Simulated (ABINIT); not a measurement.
# Diamond (Fd-3m, 2 atoms a cell): G0W0 in ABINIT against the screening cutoff in the self-energy

Wanted: the cheapest screening cutoff in the self-energy that holds the gap of Diamond (Fd-3m, 2 atoms a cell).

Method: LDA and many-body steps on it, plane waves, in ABINIT 10.8.3.

### 1. Set-up

It takes space group Fd-3m (No. 227, cubic). Conventional cell: a = 3.567 Å, b = 3.567 Å, c = 3.567 Å, α = 90.00°, β = 90.00°, γ = 90.00°. Nearest to C lie 4 C at 1.54 Å.

As a file:

```cif
data_structure
_symmetry_space_group_name_H-M 'P 1'
_symmetry_Int_Tables_number 1
_cell_length_a 2.5221
_cell_length_b 2.5221
_cell_length_c 2.5221
_cell_angle_alpha 60.000
_cell_angle_beta 60.000
_cell_angle_gamma 60.000
_cell_volume 11.34
loop_
_atom_site_label
_atom_site_type_symbol
_atom_site_fract_x
_atom_site_fract_y
_atom_site_fract_z
_atom_site_occupancy
C1 C 0.00000 0.00000 0.00000 1
C2 C 0.25000 0.25000 0.25000 1
```

The cell and positions come from the Crystallography Open Database and are kept as given unless a step says otherwise.

### 2. Screening, 6×6×6 mesh, 76 bands, screening to 217.7 eV

This step: ABINIT 10.8.3; RPA screening on LDA, plane waves, norm-conserving pseudopotentials.

The RPA dielectric matrix is built and inverted for each q.

Contents of run.abi:

```
acell 3*1.0 Angstrom
rprim 
  -0.000000000000 1.783370000000 1.783370000000
  1.783370000000 -0.000000000000 1.783370000000
  1.783370000000 1.783370000000 0.000000000000
ntypat 1
znucl 6
natom 2
typat 1 1
xred 
  -0.000000000000 0.000000000000 0.000000000000
  0.250000000000 0.250000000000 0.250000000000
pp_dirpath "pseudos"
pseudos "C.upf"
ecut 37
ngkpt 6 6 6
nshiftk 1
shiftk 0 0 0
kptopt 1
chksymbreak 0
istwfk *1
occopt 1
irdwfk 1
optdriver 3
nband 76
ecuteps 8
inclvkb 2
awtr 1
symchi 1
indata_prefix "in"
outdata_prefix "out"
tmpdata_prefix "tmp"
```

Command:

```console
> OMP_NUM_THREADS=1 mpirun -n 4 abinit run.abi > log
```

The program printed:

```text
.Version 10.8.3 of ABINIT. v10.8.2 released Aug 2026.

 Symmetries : space group Fd -3 m (#227); Bravais cF (face-center cubic)
[... echo of the input left out ...]
== DATASET  1 ==================================================================
-   mpi_nproc: 4, omp_nthreads: 1 (-1 if OMP is not activated)

--- !DatasetInfo
iteration_state: {dtset: 1, }
dimensions: {natom: 2, nkpt: 16, mband: 76, nsppol: 1, nspinor: 1, nspden: 1, mpw: 869, }
cutoff_energies: {ecut:  37.0, pawecutdg:  -1.0, }
electrons: {nelect:   8.00000000E+00, charge:   0.00000000E+00, occopt:   1.00000000E+00, tsmear:   1.00000000E-02, }

 SCREENING: Calculation of the susceptibility and dielectric matrices

 Based on a program developped by R.W. Godby, V. Olevano, G. Onida, and L. Reining.
 Incorporated in ABINIT by V. Olevano, G.-M. Rignanese, and M. Torrent.
.Using double precision arithmetic ; gwpc =  8

[... cell and pseudopotentials left out ...]
--------------------------------------------------------------------------------

 ==== K-mesh for the wavefunctions ====
 Number of points in the irreducible wedge :    16
[... list of points left out ...]
 Together with 48 symmetry operations and time-reversal symmetry
 yields   216 points in the full Brillouin Zone.

 ==== Q-mesh for the screening function ====
 Number of points in the irreducible wedge :    16
[... list of points left out ...]
 Together with 48 symmetry operations and time-reversal symmetry
 yields   216 points in the full Brillouin Zone.

 setmesh: FFT mesh size selected  =    20x   20x   20
          total number of points  =         8000

 vcoul_init : cutoff-mode = AUXILIARY_FUNCTION
 q-points for optical limit:   1
     1)      0.000010    0.000020    0.000030

- screening: taking advantage of time-reversal symmetry
- Maximum band index for partially occupied states nbvw = 4
- Remaining bands to be divided among processors   nbcw = 72
- Number of bands treated by each node ~18

 Number of electrons calculated from density =    8.0000; Expected =    8.0000
 average of density, n =  0.104505
 r_s =    1.3170
 omega_plasma =   31.1835 [eV]

 calculating chi0 at frequencies [eV] :
  1    0.000000E+00    0.000000E+00
  2    0.000000E+00    3.118352E+01

--------------------------------------------------------------------------------
  q-point number  1        q = ( 0.000000, 0.000000, 0.000000) [r.l.u.]
--------------------------------------------------------------------------------
[... chi0 elements left out ...]
 For q-point:  0.000010 0.000020 0.000030
  dielectric constant =   5.7990
  dielectric constant without local fields =   6.2259

  Average fulfillment of the sum rule on Im[epsilon] for q-point    1 :     92.35  [%]
[... wings left out ...]
  q-point number  2        q = ( 0.166667, 0.000000, 0.000000) [r.l.u.]
--------------------------------------------------------------------------------
[... chi0 elements left out ...]
  Average fulfillment of the sum rule on Im[epsilon] for q-point    2 :     98.61  [%]

 [... 14 further q-points ...]
```

Wall time 18 s (4 MPI ranks of Arm Neoverse N1, shared host); peak memory 0.47 GiB; 74 s of CPU time.

Numbers from this step:

* ε∞ with local fields, on this mesh, along the program's q direction: 5.799
* the same without local fields: 6.226
* plasma frequency: 31.18 eV
* plane waves in the screening matrix: 65

Local fields lower ε∞ by 7 %. On a Γ-centred mesh this coarse the value itself is usually too large, while a short band sum pulls it down.

### 3. 0.8 Ha

This step: G0W0 on LDA, plane waves, norm-conserving pseudopotentials.

Changes to run.abi since step 2:

```diff
@@ -23,8 +23,17 @@
 irdwfk 1
-optdriver 3
+optdriver 4
 nband 76
-ecuteps 8
-inclvkb 2
-awtr 1
-symchi 1
+gwcalctyp 0
+ecutsigx 37
+symsigma 1
+nkptgw 2
+kptgw 
+  0.0000000000 0.0000000000 0.0000000000
+  0.3333333333 0.3333333333 0.0000000000
+bdgw 
+  2 7
+  3 6
+ecuteps 0.8
+irdscr 1
+ppmodel 1
 indata_prefix "in"
```

The program printed:

```text
.Version 10.8.3 of ABINIT. v10.8.2 released Aug 2026.

 Symmetries : space group Fd -3 m (#227); Bravais cF (face-center cubic)
[... echo of the input left out ...]
== DATASET  1 ==================================================================
-   mpi_nproc: 4, omp_nthreads: 1 (-1 if OMP is not activated)

--- !DatasetInfo
iteration_state: {dtset: 1, }
dimensions: {natom: 2, nkpt: 16, mband: 76, nsppol: 1, nspinor: 1, nspden: 1, mpw: 869, }
cutoff_energies: {ecut:  37.0, pawecutdg:  -1.0, }
electrons: {nelect:   8.00000000E+00, charge:   0.00000000E+00, occopt:   1.00000000E+00, tsmear:   1.00000000E-02, }

 SIGMA: Calculation of the GW corrections

 Based on a program developped by R.W. Godby, V. Olevano, G. Onida, and L. Reining.
 Incorporated in ABINIT by V. Olevano, G.-M. Rignanese, and M. Torrent.
.Using double precision arithmetic ; gwpc =  8

[... cell and pseudopotentials left out ...]
--------------------------------------------------------------------------------

 ==== K-mesh for the wavefunctions ====
 Number of points in the irreducible wedge :    16
[... list of points left out ...]
 Together with 48 symmetry operations and time-reversal symmetry
 yields   216 points in the full Brillouin Zone.

 ==== Q-mesh for screening function ====
 Number of points in the irreducible wedge :    16
[... list of points left out ...]
 Together with 48 symmetry operations and time-reversal symmetry
 yields   216 points in the full Brillouin Zone.

 vcoul_init : cutoff-mode = AUXILIARY_FUNCTION
 q-points for optical limit:   1
     1)      0.000010    0.000020    0.000030
 setmesh: FFT mesh size selected  =    32x   32x   32
          total number of points  =        32768

 Number of electrons calculated from density =    8.0000; Expected =    8.0000
 average of density, n =  0.104505
 r_s =    1.3170
 omega_plasma =   31.1835 [eV]

 === KS Band Gaps ===
  >>>> For spin  1
   Minimum direct gap =   5.5609 [eV], located at k-point      :   0.0000  0.0000  0.0000
   Fundamental gap    =   4.1619 [eV], Top of valence bands at :   0.0000  0.0000  0.0000
                                       Bottom of conduction at :   0.3333  0.3333  0.0000
 SIGMA fundamental parameters:
 PLASMON POLE MODEL  1
 number of plane-waves for SigmaX                  869
 number of plane-waves for SigmaC and W              1
 number of plane-waves for wavefunctions           869
 number of bands                                    76
 number of independent spin polarizations            1
 number of spinorial components                      1
 number of k-points in IBZ                          16
 number of q-points in IBZ                          16
 number of symmetry operations                      48
 number of k-points in BZ                          216
 number of q-points in BZ                          216
 number of frequencies for dSigma/dE                 9
 frequency step for dSigma/dE [eV]                0.25
 number of omega for Sigma on real axis              0
 max omega for Sigma on real axis  [eV]           0.00
 zcut for avoiding poles [eV]                     0.10

 EPSILON^-1 parameters (SCR file):
 dimension of the eps^-1 matrix on file             65
 dimension of the eps^-1 matrix used                 1
 number of plane-waves for wavefunctions           869
 number of bands                                    76
 number of q-points in IBZ                          16
 number of frequencies                               2
 number of real frequencies                          1
 number of imag frequencies                          1

 matrix elements of self-energy operator (all in [eV])

 Perturbative Calculation

--- !SelfEnergy_ee
iteration_state: {dtset: 1, }
kpoint     : [   0.000,    0.000,    0.000, ]
spin       : 1
KS_gap     :    5.561
QP_gap     :    7.896
Delta_QP_KS:    2.335
data: !SigmaeeData |
     Band     E0 <VxcDFT>   SigX SigC(E0)      Z dSigC/dE  Sig(E)    E-E0       E
        2  10.035 -16.825 -19.311   2.672   0.883  -0.133 -16.660   0.165  10.200
        3  10.035 -16.825 -19.311   2.672   0.883  -0.133 -16.660   0.165  10.200
        4  10.035 -16.825 -19.311   2.672   0.883  -0.133 -16.660   0.165  10.200
        5  15.596 -15.621  -9.487  -3.297   0.881  -0.135 -13.121   2.499  18.096
        6  15.596 -15.621  -9.487  -3.297   0.881  -0.135 -13.121   2.499  18.096
        7  15.596 -15.621  -9.487  -3.297   0.881  -0.135 -13.121   2.499  18.096

--- !SelfEnergy_ee
iteration_state: {dtset: 1, }
kpoint     : [   0.333,    0.333,    0.000, ]
spin       : 1
KS_gap     :    9.488
QP_gap     :   11.919
Delta_QP_KS:    2.431
data: !SigmaeeData |
     Band     E0 <VxcDFT>   SigX SigC(E0)      Z dSigC/dE  Sig(E)    E-E0       E
        3   4.709 -15.944 -20.324   3.744   0.869  -0.150 -16.497  -0.552   4.156
        4   4.709 -15.944 -20.324   3.744   0.869  -0.150 -16.497  -0.552   4.156
        5  14.197 -14.412  -8.811  -3.473   0.883  -0.133 -12.534   1.878  16.075
        6  17.756 -13.422  -7.015  -4.045   0.879  -0.138 -11.346   2.076  19.833

== END DATASET(S) ==============================================================
================================================================================

 -outvars: echo values of variables after computation  --------
           etotal      0.0000000000E+00
            nband          76
             nkpt          16
          spgroup         227
 [... the other variables as echoed above ...]

 Calculation completed.
```

Run time: 2.9 s. Hardware: 4 MPI ranks; peak memory 0.12 GiB; 11 s of CPU time.

This step gave:

| Quantity | Value |
| --- | --- |
| G0W0 gap on the points computed | 5.875 eV |
| starting gap on the mesh | 4.162 eV |
| k of the valence top | 0, 0, 0 |
| k of the conduction bottom | 0.3333, 0.3333, 0 |
| Z at the valence top | 0.883 |
| Z at the conduction bottom | 0.883 |
| least direct G0W0 gap on the computed points | 7.896 eV |

### 4. 1.6 Ha

Changes to run.abi since step 3:

```diff
@@ -35,3 +35,3 @@
   3 6
-ecuteps 0.8
+ecuteps 1.6
 irdscr 1
```

The program printed:

```text
.Version 10.8.3 of ABINIT. v10.8.2 released Aug 2026.

 Symmetries : space group Fd -3 m (#227); Bravais cF (face-center cubic)
[... echo of the input left out ...]
== DATASET  1 ==================================================================
-   mpi_nproc: 4, omp_nthreads: 1 (-1 if OMP is not activated)

--- !DatasetInfo
iteration_state: {dtset: 1, }
dimensions: {natom: 2, nkpt: 16, mband: 76, nsppol: 1, nspinor: 1, nspden: 1, mpw: 869, }
cutoff_energies: {ecut:  37.0, pawecutdg:  -1.0, }
electrons: {nelect:   8.00000000E+00, charge:   0.00000000E+00, occopt:   1.00000000E+00, tsmear:   1.00000000E-02, }

 SIGMA: Calculation of the GW corrections

 Based on a program developped by R.W. Godby, V. Olevano, G. Onida, and L. Reining.
 Incorporated in ABINIT by V. Olevano, G.-M. Rignanese, and M. Torrent.
.Using double precision arithmetic ; gwpc =  8

[... cell and pseudopotentials left out ...]
--------------------------------------------------------------------------------

 ==== K-mesh for the wavefunctions ====
 Number of points in the irreducible wedge :    16
[... list of points left out ...]
 Together with 48 symmetry operations and time-reversal symmetry
 yields   216 points in the full Brillouin Zone.

 ==== Q-mesh for screening function ====
 Number of points in the irreducible wedge :    16
[... list of points left out ...]
 Together with 48 symmetry operations and time-reversal symmetry
 yields   216 points in the full Brillouin Zone.

 vcoul_init : cutoff-mode = AUXILIARY_FUNCTION
 q-points for optical limit:   1
     1)      0.000010    0.000020    0.000030
 setmesh: FFT mesh size selected  =    32x   32x   32
          total number of points  =        32768

 Number of electrons calculated from density =    8.0000; Expected =    8.0000
[...]
number of omega for Sigma on real axis              0
 max omega for Sigma on real axis  [eV]           0.00
 zcut for avoiding poles [eV]                     0.10

 EPSILON^-1 parameters (SCR file):
 dimension of the eps^-1 matrix on file             65
 dimension of the eps^-1 matrix used                 9
 number of plane-waves for wavefunctions           869
 number of bands                                    76
 number of q-points in IBZ                          16
 number of frequencies                               2
 number of real frequencies                          1
 number of imag frequencies                          1

 matrix elements of self-energy operator (all in [eV])

 Perturbative Calculation

--- !SelfEnergy_ee
iteration_state: {dtset: 1, }
kpoint     : [   0.000,    0.000,    0.000, ]
spin       : 1
KS_gap     :    5.561
QP_gap     :    7.284
Delta_QP_KS:    1.724
data: !SigmaeeData |
     Band     E0 <VxcDFT>   SigX SigC(E0)      Z dSigC/dE  Sig(E)    E-E0       E
        2  10.035 -16.825 -19.311   2.505   0.854  -0.171 -16.808   0.016  10.052
        3  10.035 -16.825 -19.311   2.505   0.854  -0.171 -16.808   0.016  10.052
        4  10.035 -16.825 -19.311   2.505   0.854  -0.171 -16.808   0.016  10.052
[...]
--- !SelfEnergy_ee
iteration_state: {dtset: 1, }
kpoint     : [   0.333,    0.333,    0.000, ]
spin       : 1
KS_gap     :    9.488
QP_gap     :   11.156
Delta_QP_KS:    1.667
data: !SigmaeeData |
     Band     E0 <VxcDFT>   SigX SigC(E0)      Z dSigC/dE  Sig(E)    E-E0       E
[...]
5  14.197 -14.412  -8.811  -4.222   0.858  -0.165 -13.228   1.184  15.381
        6  17.756 -13.422  -7.015  -4.902   0.856  -0.168 -12.134   1.288  19.045

== END DATASET(S) ==============================================================
================================================================================

 -outvars: echo values of variables after computation  --------
           etotal      0.0000000000E+00
            nband          76
             nkpt          16
          spgroup         227
 [... the other variables as echoed above ...]

 Calculation completed.
```

It took 2.9 s on 4 MPI ranks; peak memory 0.12 GiB.

This step gave:

- G0W0 gap on the points computed: 5.329 eV
- starting gap on the mesh: 4.162 eV
- k of the valence top: 0, 0, 0
- k of the conduction bottom: 0.3333, 0.3333, 0
- Z at the valence top: 0.854
- Z at the conduction bottom: 0.858
- least direct G0W0 gap on the computed points: 7.284 eV

### 5. 2.8 Ha

The self-energy is evaluated for the states that the input lists, and the levels follow from it, in one-shot runs by the linearised quasiparticle equation.

Changes to run.abi since step 4:

```diff
@@ -35,3 +35,3 @@
   3 6
-ecuteps 1.6
+ecuteps 2.8
 irdscr 1
```

The program printed:

```text
.Version 10.8.3 of ABINIT. v10.8.2 released Aug 2026.

 Symmetries : space group Fd -3 m (#227); Bravais cF (face-center cubic)
[... echo of the input left out ...]
== DATASET  1 ==================================================================
-   mpi_nproc: 4, omp_nthreads: 1 (-1 if OMP is not activated)

--- !DatasetInfo
iteration_state: {dtset: 1, }
dimensions: {natom: 2, nkpt: 16, mband: 76, nsppol: 1, nspinor: 1, nspden: 1, mpw: 869, }
cutoff_energies: {ecut:  37.0, pawecutdg:  -1.0, }
[...]
Band     E0 <VxcDFT>   SigX SigC(E0)      Z dSigC/dE  Sig(E)    E-E0       E
[...]
5  14.197 -14.412  -8.811  -4.441   0.848  -0.180 -13.428   0.984  15.181
        6  17.756 -13.422  -7.015  -5.245   0.847  -0.181 -12.438   0.984  18.740

== END DATASET(S) ==============================================================
================================================================================

 -outvars: echo values of variables after computation  --------
           etotal      0.0000000000E+00
            nband          76
             nkpt          16
          spgroup         227
 [... the other variables as echoed above ...]

 Calculation completed.
```

It took 2.9 s on 4 MPI ranks; peak memory 0.12 GiB; 11 s of CPU time.

Numbers from this step:

```
G0W0 gap on the points computed              : 5.384 eV
starting gap on the mesh                     : 4.162 eV
k of the valence top                         : 0, 0, 0
k of the conduction bottom                   : 0.3333, 0.3333, 0
least direct G0W0 gap on the computed points : 7.204 eV
```

The gap on the mesh goes from 4.16 eV to 5.38 eV, a correction of +1.22 eV.

[end of part 1 of 2]

[Paths, hosts, dates, memory and timing lines, banners, echoed tables and standing remarks are left out of the program output.]

[Logs are printed without paths, hosts, clocks, repeated set-up lines and the standing remarks that a program may print on its own settings, such as how far it seeks lower states.]

[Runs of the session that timed out or met a known fault of the program may be left out.]

[No measured gap is set beside runs whose start may be inverted or whose files or cutoffs have a known fault.]

[Hosts, paths, dates, database ids (printed as entryN), source tags and the programs' standing remarks are cut or masked in the printed files.]

[G0W0 gaps are taken among the corrected bands and points alone; a level outside them can change the order at an edge.]

[Where Ansatz stands beside ABINIT at settings called matched, ABINIT's density can come from a denser mesh and the files from another edition; pairs whose starting gaps differed by over 0.03 eV were left out, so agreement reads better than it is.]
